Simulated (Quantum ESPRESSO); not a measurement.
# Moments of Cu3Ni5 from a parallel start

Aim: the moments that Cu3Ni5 holds when they start parallel.

Calculated with Quantum ESPRESSO 7.5; PBE; plane waves with GBRV 1.5 PBE potentials, no spin-orbit coupling.

### Step 1. Set-up

Symmetry: P4mm, No. 99, tetragonal system. Conventional cell: a = 3.558 Å, b = 3.558 Å, c = 7.116 Å, α = 90.00°, β = 90.00°, γ = 90.00°. Nearest to Ni lie 10 Ni at 2.52 Å and 2 Cu at 2.52 Å. Nearest to Cu lie 8 Ni at 2.52 Å and 4 Cu at 2.52 Å. Nearest to Ni lie 8 Cu at 2.52 Å and 4 Ni at 2.52 Å. Nearest to Cu lie 6 Cu at 2.52 Å and 6 Ni at 2.52 Å. Nearest to Ni lie 4 Cu at 2.52 Å and 8 Ni at 2.52 Å. Ni has 4 Cu at 2.52 Å and 8 Ni at 2.52 Å nearest. Farther neighbours are not listed.

As a file:

```cif
data_structure
_symmetry_space_group_name_H-M 'P4mm'
_symmetry_Int_Tables_number 99
_cell_length_a 3.5581
_cell_length_b 3.5581
_cell_length_c 7.1162
_cell_angle_alpha 90.000
_cell_angle_beta 90.000
_cell_angle_gamma 90.000
_cell_volume 90.09
loop_
_atom_site_label
_atom_site_type_symbol
_atom_site_symmetry_multiplicity
_atom_site_Wyckoff_symbol
_atom_site_fract_x
_atom_site_fract_y
_atom_site_fract_z
_atom_site_occupancy
Ni1 Ni 2 c 0.00000 0.50000 0.00000 1
Cu1 Cu 1 b 0.50000 0.50000 0.25000 1
Ni2 Ni 1 a 0.00000 0.00000 0.25000 1
Cu2 Cu 2 c 0.00000 0.50000 0.50000 1
Ni3 Ni 1 b 0.50000 0.50000 0.75000 1
Ni4 Ni 1 a 0.00000 0.00000 0.75000 1
```

The cell was typed by rule, not taken from a database of measured structures.

### Step 2. Start 1: ferro +++++

The signs are those of the starting moments on the seeded atoms, the atoms that are given a moment.

File pw.in:

```
&CONTROL
  calculation = 'scf'
  prefix = 'pwscf'
  outdir = './tmp'
  pseudo_dir = './pseudo'
  disk_io = 'nowf'
/
&SYSTEM
  ibrav = 0
  celldm(1) = 8
  nat = 8
  ntyp = 2
  ecutwfc = 40
  ecutrho = 280
  nbnd = 91
  occupations = 'smearing'
  smearing = 'fd'
  degauss = 0.00367493
  nspin = 2
  starting_magnetization(1) = 0.0389
  starting_magnetization(2) = 0
/
&ELECTRONS
  conv_thr = 1.6d-08
  electron_maxstep = 150
  mixing_beta = 0.3
/
ATOMIC_SPECIES
Ni     58.6934 ni_pbe_v1.4.uspp.F.UPF
Cu     63.5460 cu_pbe_v1.2.uspp.F.UPF
CELL_PARAMETERS alat
   0.8404852208980    0.0000000000000    0.0000000000000
   0.0000000000000    0.8404852208980    0.0000000000000
   0.0000000000000    0.0000000000000    1.6809704417960
ATOMIC_POSITIONS crystal
Ni      0.0000000000    0.0000000000    0.0000000000
Ni      0.5000000000    0.5000000000    0.0000000000
Cu      0.5000000000    0.0000000000    0.2500000000
Ni      0.0000000000    0.5000000000    0.2500000000
Cu      0.0000000000    0.0000000000    0.5000000000
Cu      0.5000000000    0.5000000000    0.5000000000
Ni      0.5000000000    0.0000000000    0.7500000000
Ni      0.0000000000    0.5000000000    0.7500000000
K_POINTS automatic
9 9 5 0 0 0
```

Command:

```sh
> OMP_NUM_THREADS=1 mpirun -n 4 pw.x -nk 4 -in pw.in > pw.out
```

Log:

```text
Program PWSCF v.7.5 starts

     Message from routine setup:
     using ibrav=0 with symmetry is DISCOURAGED, use correct ibrav instead

     K-points division:     npool     =       4
     Subspace diagonalization in iterative solution of the eigenvalue problem:

     G-vector sticks info
     --------------------
     sticks:   dense  smooth     PW     G-vecs:    dense   smooth      PW
     Sum        1005     577    177                47947    20775    3429

     Using Slab Decomposition

     bravais-lattice index     =            0
     lattice parameter (alat)  =       8.0000  a.u.
     unit-cell volume          =     607.9813 (a.u.)^3
     number of atoms/cell      =            8
     number of atomic types    =            2
     number of electrons       =       147.00
     number of Kohn-Sham states=           91
     kinetic-energy cutoff     =      40.0000  Ry
     charge density cutoff     =     280.0000  Ry
     scf convergence threshold =      1.6E-08
     mixing beta               =       0.3000
     number of iterations used =            8  plain     mixing
     Exchange-correlation= SLA  PW   PBE  PBE
                           (   1   4   3   4   0   0   0)

     celldm(1)=   8.000000  celldm(2)=   0.000000  celldm(3)=   0.000000
     celldm(4)=   0.000000  celldm(5)=   0.000000  celldm(6)=   0.000000

     crystal axes: (cart. coord. in units of alat)
               a(1) = (   0.840485   0.000000   0.000000 )
               a(2) = (   0.000000   0.840485   0.000000 )
               a(3) = (   0.000000   0.000000   1.680970 )

     reciprocal axes: (cart. coord. in units 2 pi/alat)
               b(1) = (  1.189789  0.000000  0.000000 )
               b(2) = (  0.000000  1.189789  0.000000 )
               b(3) = (  0.000000  0.000000  0.594894 )

     PseudoPot. # 1 for Ni read from file:
     ni_pbe_v1.4.uspp.F.UPF
     Pseudo is Ultrasoft + core correction, Zval = 18.0
     Generated by new atomic code, or converted to UPF format
     Using radial grid of  865 points,  6 beta functions with:
                l(1) =   0
                l(2) =   0
                l(3) =   1
                l(4) =   1
                l(5) =   2
                l(6) =   2
     Q(r) pseudized with 10 coefficients,  rinner =    0.980   0.980   0.980
                                                       0.980   0.980

     PseudoPot. # 2 for Cu read from file:
     cu_pbe_v1.2.uspp.F.UPF
     Pseudo is Ultrasoft + core correction, Zval = 19.0
     Generated by new atomic code, or converted to UPF format
     Using radial grid of  867 points,  6 beta functions with:
                l(1) =   0
                l(2) =   0
                l(3) =   1
                l(4) =   1
                l(5) =   2
                l(6) =   2
     Q(r) pseudized with  8 coefficients,  rinner =    1.150   1.150   1.150
                                                       1.150   1.150

     atomic species   valence    mass     pseudopotential
     Ni               18.00    58.69340     Ni( 1.00)
     Cu               19.00    63.54600     Cu( 1.00)

     Starting magnetic structure
     atomic species   magnetization
     Ni              0.039
     Cu              0.000

      8 Sym. Ops. (no inversion) found ( 4 have fractional translation)

   Cartesian axes

     site n.     atom                  positions (alat units)
         1        Ni     tau(   1) = (   0.0000000   0.0000000   0.0000000  )
         2        Ni     tau(   2) = (   0.4202426   0.4202426   0.0000000  )
         3        Cu     tau(   3) = (   0.4202426   0.0000000   0.4202426  )
         4        Ni     tau(   4) = (   0.0000000   0.4202426   0.4202426  )
         5        Cu     tau(   5) = (   0.0000000   0.0000000   0.8404852  )
         6        Cu     tau(   6) = (   0.4202426   0.4202426   0.8404852  )
         7        Ni     tau(   7) = (   0.4202426   0.0000000   1.2607278  )
         8        Ni     tau(   8) = (   0.0000000   0.4202426   1.2607278  )

     number of k points=    45  Fermi-Dirac smearing, width (Ry)=  0.0037
                       cart. coord. in units 2pi/alat
        k(    1) = (   0.0000000   0.0000000   0.0000000), wk =   0.0024691
        k(    2) = (   0.0000000   0.0000000   0.1189789), wk =   0.0049383
        k(    3) = (   0.0000000   0.0000000   0.2379578), wk =   0.0049383
        k(    4) = (   0.0000000   0.1321988   0.0000000), wk =   0.0098765
        k(    5) = (   0.0000000   0.1321988   0.1189789), wk =   0.0197531
        [... 40 further k-points ...]

     Dense  grid:    47947 G-vectors     FFT dimensions: (  36,  36,  72)

     Smooth grid:    20775 G-vectors     FFT dimensions: (  30,  30,  60)

     Check: negative core charge=   -0.000014
     Generating pointlists ...
     new r_m :   0.2452 (alat units)  1.9612 (a.u.) for type    1
     new r_m :   0.2452 (alat units)  1.9612 (a.u.) for type    2

     Initial potential from superposition of free atoms

     starting charge     134.0000, renormalised to     147.0000
     Starting wfcs are  104 randomized atomic wfcs

     Self-consistent Calculation

     iteration #  1     ecut=    40.00 Ry     beta= 0.30
     Davidson diagonalization with overlap
     ethr =  1.00E-02,  avg # of iterations =  5.2

     total energy              =   -2812.06839761 Ry
     estimated scf accuracy    <     340.95685987 Ry

     total magnetization       =     0.65 Bohr mag/cell
     absolute magnetization    =     0.83 Bohr mag/cell

     iteration #  2     ecut=    40.00 Ry     beta= 0.30
     Davidson diagonalization with overlap
     ethr =  1.00E-02,  avg # of iterations =  6.4

     total energy              =   -2864.62595520 Ry
     estimated scf accuracy    <     902.03571807 Ry

     total magnetization       =     0.05 Bohr mag/cell
     absolute magnetization    =     0.09 Bohr mag/cell

     iteration #  3     ecut=    40.00 Ry     beta= 0.30
     Davidson diagonalization with overlap
     ethr =  1.00E-02,  avg # of iterations =  6.6

     total energy              =   -2923.03659314 Ry
     estimated scf accuracy    <      36.77025612 Ry

     total magnetization       =     3.20 Bohr mag/cell
     absolute magnetization    =     3.36 Bohr mag/cell

     [... further iterations left out ...]

     iteration # 25     ecut=    40.00 Ry     beta= 0.30
     Davidson diagonalization with overlap
     ethr =  5.84E-10,  avg # of iterations =  1.5

     total energy              =   -2927.71796053 Ry
     estimated scf accuracy    <       0.00000044 Ry

     total magnetization       =     2.38 Bohr mag/cell
     absolute magnetization    =     2.85 Bohr mag/cell

     iteration # 26     ecut=    40.00 Ry     beta= 0.30
     Davidson diagonalization with overlap
     ethr =  3.00E-10,  avg # of iterations =  1.0

     total energy              =   -2927.71796056 Ry
     estimated scf accuracy    <       0.00000016 Ry

     total magnetization       =     2.38 Bohr mag/cell
     absolute magnetization    =     2.85 Bohr mag/cell

     iteration # 27     ecut=    40.00 Ry     beta= 0.30
     Davidson diagonalization with overlap
     ethr =  1.09E-10,  avg # of iterations =  1.1

     total energy              =   -2927.71796058 Ry
     estimated scf accuracy    <       0.00000005 Ry

     total magnetization       =     2.38 Bohr mag/cell
     absolute magnetization    =     2.85 Bohr mag/cell

     iteration # 28     ecut=    40.00 Ry     beta= 0.30
     Davidson diagonalization with overlap
     ethr =  3.09E-11,  avg # of iterations =  1.0

     Magnetic moment per site  (integrated on atomic sphere of radius R)
     atom   1 (R=0.245)  charge= 16.7275  magn=  0.5857
     atom   2 (R=0.245)  charge= 16.7275  magn=  0.5857
     atom   3 (R=0.245)  charge= 17.7720  magn=  0.0061
     atom   4 (R=0.245)  charge= 16.7546  magn=  0.3369
     atom   5 (R=0.245)  charge= 17.7735  magn=  0.0062
     atom   6 (R=0.245)  charge= 17.7735  magn=  0.0062
     atom   7 (R=0.245)  charge= 16.7375  magn=  0.5087
     atom   8 (R=0.245)  charge= 16.7402  magn=  0.5159

     End of self-consistent calculation

     [... lines left out ...]
     the Fermi energy is    16.9474 ev

!    total energy              =   -2927.71796058 Ry
     estimated scf accuracy    <       0.00000001 Ry
     smearing contrib. (-TS)   =      -0.00654261 Ry
     internal energy E=F+TS    =   -2927.71141797 Ry

     The total energy is F=E-TS. E is the sum of the following terms:
     one-electron contribution =   -1767.83546154 Ry
     hartree contribution      =     976.28518940 Ry
     xc contribution           =    -294.25598626 Ry
     ewald contribution        =   -1841.90515957 Ry

     total magnetization       =     2.38 Bohr mag/cell
     absolute magnetization    =     2.85 Bohr mag/cell

     convergence has been achieved in  28 iterations

=------------------------------------------------------------------------------=
   JOB DONE.
=------------------------------------------------------------------------------=
```

Elapsed: 5.1 min, on 4 MPI ranks of Intel Xeon at 2.70GHz, shared host; peak memory 0.81 GiB; 20 min of CPU time.

Spin moment in the atom's sphere by atom:

```tsv
atom	spin moment in the atom's sphere (μB)
Ni1	0.586
Ni2	0.586
Cu3	0.006
Ni4	0.337
Cu5	0.006
Cu6	0.006
Ni7	0.509
Ni8	0.516
```

Read from the output:

| Quantity | Value |
| --- | --- |
| smearing term TS | 0.08902 eV |
| magnetization | 2.379 μB |
| absolute magnetization | 2.848 μB |
| final state | ferromagnetic |

Spin density in the ac plane at fractional y = 0.000, with atoms of Ni and Cu within 0.2 Å of it.

Ten even steps from '0' (0.0 e/Å³) to '9' (1.8 e/Å³), each cell a mean:
```
63000000000014
10000000000000
00000000000000
00000000000000
00000023200000
00000168510000
00000134300000
00000000000000
00000000000000
00000000000000
00000000000000
00000000000000
00000000000000
00000000000000
00000000000000
00000000000000
00000000000000
00000000000000
00000000000000
00000000000000
00000000000000
00000000000000
42000000000002
95100000000016
```
Columns run along a (3.6 Å), rows up along c (7.1 Å). Atoms in or near the plane, at fractional coordinates: Ni at (0.00, 0.00), Cu at (0.50, 0.25), Cu at (0.00, 0.50), Ni at (0.50, 0.75).

Valence density in the ac plane at fractional y = 0.000, with atoms of Ni and Cu within 0.2 Å of it. It is the smooth field of the valence electrons, not physical close to the nuclei.

Values in e/Å³, 24 rows by 14 columns, each cell a mean:
```
31 19  5  1  0  0  0  0  0  0  0  1  7 22
 8  5  2  1  0  0  0  0  0  0  0  1  2  5
 1  1  0  0  0  0  1  1  0  0  0  0  0  1
 0  0  0  0  0  1  2  3  2  1  0  0  0  0
 0  0  0  0  1  5 17 24 14  4  1  0  0  0
 0  0  0  0  2 11 32 38 28  8  1  0  0  0
 0  0  0  0  1  7 22 31 19  5  1  0  0  0
 0  0  0  0  1  2  5  8  5  2  1  0  0  0
 1  0  0  0  0  0  1  1  1  0  0  0  0  0
 3  2  1  0  0  0  0  0  0  0  0  0  1  2
27 14  4  1  0  0  0  0  0  0  0  1  5 17
68 34  7  1  0  0  0  0  0  0  0  2 10 41
39 20  5  1  0  0  0  0  0  0  0  1  6 24
 8  4  2  1  0  0  0  0  0  0  0  1  2  5
 1  1  0  0  0  0  0  1  0  0  0  0  0  1
 0  0  0  0  0  1  2  3  2  1  0  0  0  0
 0  0  0  0  1  5 17 27 14  4  1  0  0  0
 0  0  0  0  2 10 41 68 34  7  1  0  0  0
 0  0  0  0  1  6 24 39 20  5  1  0  0  0
 0  0  0  0  1  2  5  8  4  2  1  0  0  0
 1  0  0  0  0  0  1  1  1  0  0  0  0  1
 3  2  1  0  0  0  0  0  0  0  0  0  1  2
24 14  4  1  0  0  0  0  0  0  0  1  5 17
38 28  8  1  0  0  0  0  0  0  0  2 11 32
```
Columns run along a (3.6 Å), rows up along c (7.1 Å). Atoms in or near the plane, at fractional coordinates: Ni at (0.00, 0.00), Cu at (0.50, 0.25), Cu at (0.00, 0.50), Ni at (0.50, 0.75).

### Step 3. Run 2, typed as no spin polarisation

pw.in: that of step 2 with these lines changed.

```diff
@@ -14,3 +14,3 @@
   ecutrho = 280
-  nbnd = 91
+  nbnd = 89
   occupations = 'smearing'
@@ -18,5 +18,2 @@
   degauss = 0.00367493
-  nspin = 2
-  starting_magnetization(1) = 0.0389
-  starting_magnetization(2) = 0
 /
```

Log:

```text
[banner, memory and clock lines left out]
Program PWSCF v.7.5 starts

     Message from routine setup:
     using ibrav=0 with symmetry is DISCOURAGED, use correct ibrav instead

     bravais-lattice index     =            0
     lattice parameter (alat)  =       8.0000  a.u.
     unit-cell volume          =     607.9813 (a.u.)^3
     number of atoms/cell      =            8
     number of atomic types    =            2
     number of electrons       =       147.00
     number of Kohn-Sham states=           89
     kinetic-energy cutoff     =      40.0000  Ry
     charge density cutoff     =     280.0000  Ry
     scf convergence threshold =      1.6E-08
     mixing beta               =       0.3000
     number of iterations used =            8  plain     mixing
     Exchange-correlation= SLA  PW   PBE  PBE
                           (   1   4   3   4   0   0   0)

     celldm(1)=   8.000000  celldm(2)=   0.000000  celldm(3)=   0.000000
     celldm(4)=   0.000000  celldm(5)=   0.000000  celldm(6)=   0.000000

     crystal axes: (cart. coord. in units of alat)
               a(1) = (   0.840485   0.000000   0.000000 )
               a(2) = (   0.000000   0.840485   0.000000 )
               a(3) = (   0.000000   0.000000   1.680970 )

     reciprocal axes: (cart. coord. in units 2 pi/alat)
               b(1) = (  1.189789  0.000000  0.000000 )
               b(2) = (  0.000000  1.189789  0.000000 )
               b(3) = (  0.000000  0.000000  0.594894 )

     PseudoPot. # 1 for Ni read from file:
     ni_pbe_v1.4.uspp.F.UPF
     Pseudo is Ultrasoft + core correction, Zval = 18.0

     PseudoPot. # 2 for Cu read from file:
     cu_pbe_v1.2.uspp.F.UPF
     Pseudo is Ultrasoft + core correction, Zval = 19.0

     atomic species   valence    mass     pseudopotential
     Ni               18.00    58.69340     Ni( 1.00)
     Cu               19.00    63.54600     Cu( 1.00)

      8 Sym. Ops. (no inversion) found ( 4 have fractional translation)

   Cartesian axes

     site n.     atom                  positions (alat units)
         1        Ni     tau(   1) = (   0.0000000   0.0000000   0.0000000  )
         2        Ni     tau(   2) = (   0.4202426   0.4202426   0.0000000  )
         3        Cu     tau(   3) = (   0.4202426   0.0000000   0.4202426  )
         4        Ni     tau(   4) = (   0.0000000   0.4202426   0.4202426  )
         5        Cu     tau(   5) = (   0.0000000   0.0000000   0.8404852  )
         6        Cu     tau(   6) = (   0.4202426   0.4202426   0.8404852  )
         7        Ni     tau(   7) = (   0.4202426   0.0000000   1.2607278  )
         8        Ni     tau(   8) = (   0.0000000   0.4202426   1.2607278  )

     number of k points=    45  Fermi-Dirac smearing, width (Ry)=  0.0037
                       cart. coord. in units 2pi/alat
        k(    1) = (   0.0000000   0.0000000   0.0000000), wk =   0.0049383
        k(    2) = (   0.0000000   0.0000000   0.1189789), wk =   0.0098765
        k(    3) = (   0.0000000   0.0000000   0.2379578), wk =   0.0098765
        k(    4) = (   0.0000000   0.1321988   0.0000000), wk =   0.0197531
        k(    5) = (   0.0000000   0.1321988   0.1189789), wk =   0.0395062
        [... 40 further k-points ...]

     Dense  grid:    47947 G-vectors     FFT dimensions: (  36,  36,  72)

     Smooth grid:    20775 G-vectors     FFT dimensions: (  30,  30,  60)

     Check: negative core charge=   -0.000014

     Initial potential from superposition of free atoms

     starting charge     134.0000, renormalised to     147.0000
     Starting wfcs are  104 randomized atomic wfcs

     Self-consistent Calculation

     iteration #  1     ecut=    40.00 Ry     beta= 0.30
     Davidson diagonalization with overlap
     ethr =  1.00E-02,  avg # of iterations =  4.6

     total energy              =   -2811.60745359 Ry
     estimated scf accuracy    <     341.78467328 Ry

     iteration #  2     ecut=    40.00 Ry     beta= 0.30
     Davidson diagonalization with overlap
     ethr =  1.00E-02,  avg # of iterations =  7.1

     total energy              =   -2864.76606758 Ry
     estimated scf accuracy    <     904.20049284 Ry

     [... further iterations left out ...]

     iteration # 22     ecut=    40.00 Ry     beta= 0.30
     Davidson diagonalization with overlap
     ethr =  2.30E-10,  avg # of iterations =  1.1

     total energy              =   -2927.71106363 Ry
     estimated scf accuracy    <       0.00000004 Ry

     iteration # 23     ecut=    40.00 Ry     beta= 0.30
     Davidson diagonalization with overlap
     ethr =  3.05E-11,  avg # of iterations =  1.0

     End of self-consistent calculation

     [... lines left out ...]
     the Fermi energy is    16.8441 ev

!    total energy              =   -2927.71106363 Ry
     estimated scf accuracy    <          9.0E-09 Ry
     smearing contrib. (-TS)   =      -0.00858542 Ry
     internal energy E=F+TS    =   -2927.70247821 Ry

     The total energy is F=E-TS. E is the sum of the following terms:
     one-electron contribution =   -1768.01238826 Ry
     hartree contribution      =     976.45627797 Ry
     xc contribution           =    -294.24120835 Ry
     ewald contribution        =   -1841.90515957 Ry

     convergence has been achieved in  23 iterations
```

Elapsed: 2.2 min, on 4 MPI ranks; peak memory 0.61 GiB.

Numbers from this step:

```
smearing term TS : 0.1168 eV
final state      : non-magnetic (no spin polarisation)
```

### Step 4. Ranking

An order is kept where moments of 0.15 μB or more survive with the typed signs; meshes match where a doubled cell samples the same k points as the first cell.

Orders:

```tsv
start	final state	typed order kept	energy over the lowest (meV a seeded atom)	largest site moment (μB)	net moment (μB a cell of the first run)	mesh matched	CPU time (s)
ferro +++++	ferromagnetic	yes	0	0.5857	2.379	yes	1214
no spin polarisation	non-magnetic	-	18.77	0	0	yes	515.4
```

### Step 5. Summary of results

```yaml
state_found: ferromagnetic (from ferro +++++)
largest_site_moment: 0.586 μB
state_without_moments: 18.8 meV a seeded atom higher
```

What this shows: At this level spin polarisation gains little. No opposed start was run, so this says nothing of the order that the crystal takes. The cell was built by rule and the atoms were not relaxed, which can move these energies.

[Logs and program files are shortened in this print: banners, set-up blocks, solver, clock and traceback lines can be left out without a mark of their own.]

[Logs are printed without paths, hosts, clocks, repeated set-up lines and the standing remarks that a program may print on its own settings, such as how far it seeks lower states.]

[Hosts, paths, dates, database ids (printed as entryN), source tags and the programs' standing remarks are cut or masked in the printed files.]

[Where a cell is said to come from a database of computed structures, the database is the Materials Project.]
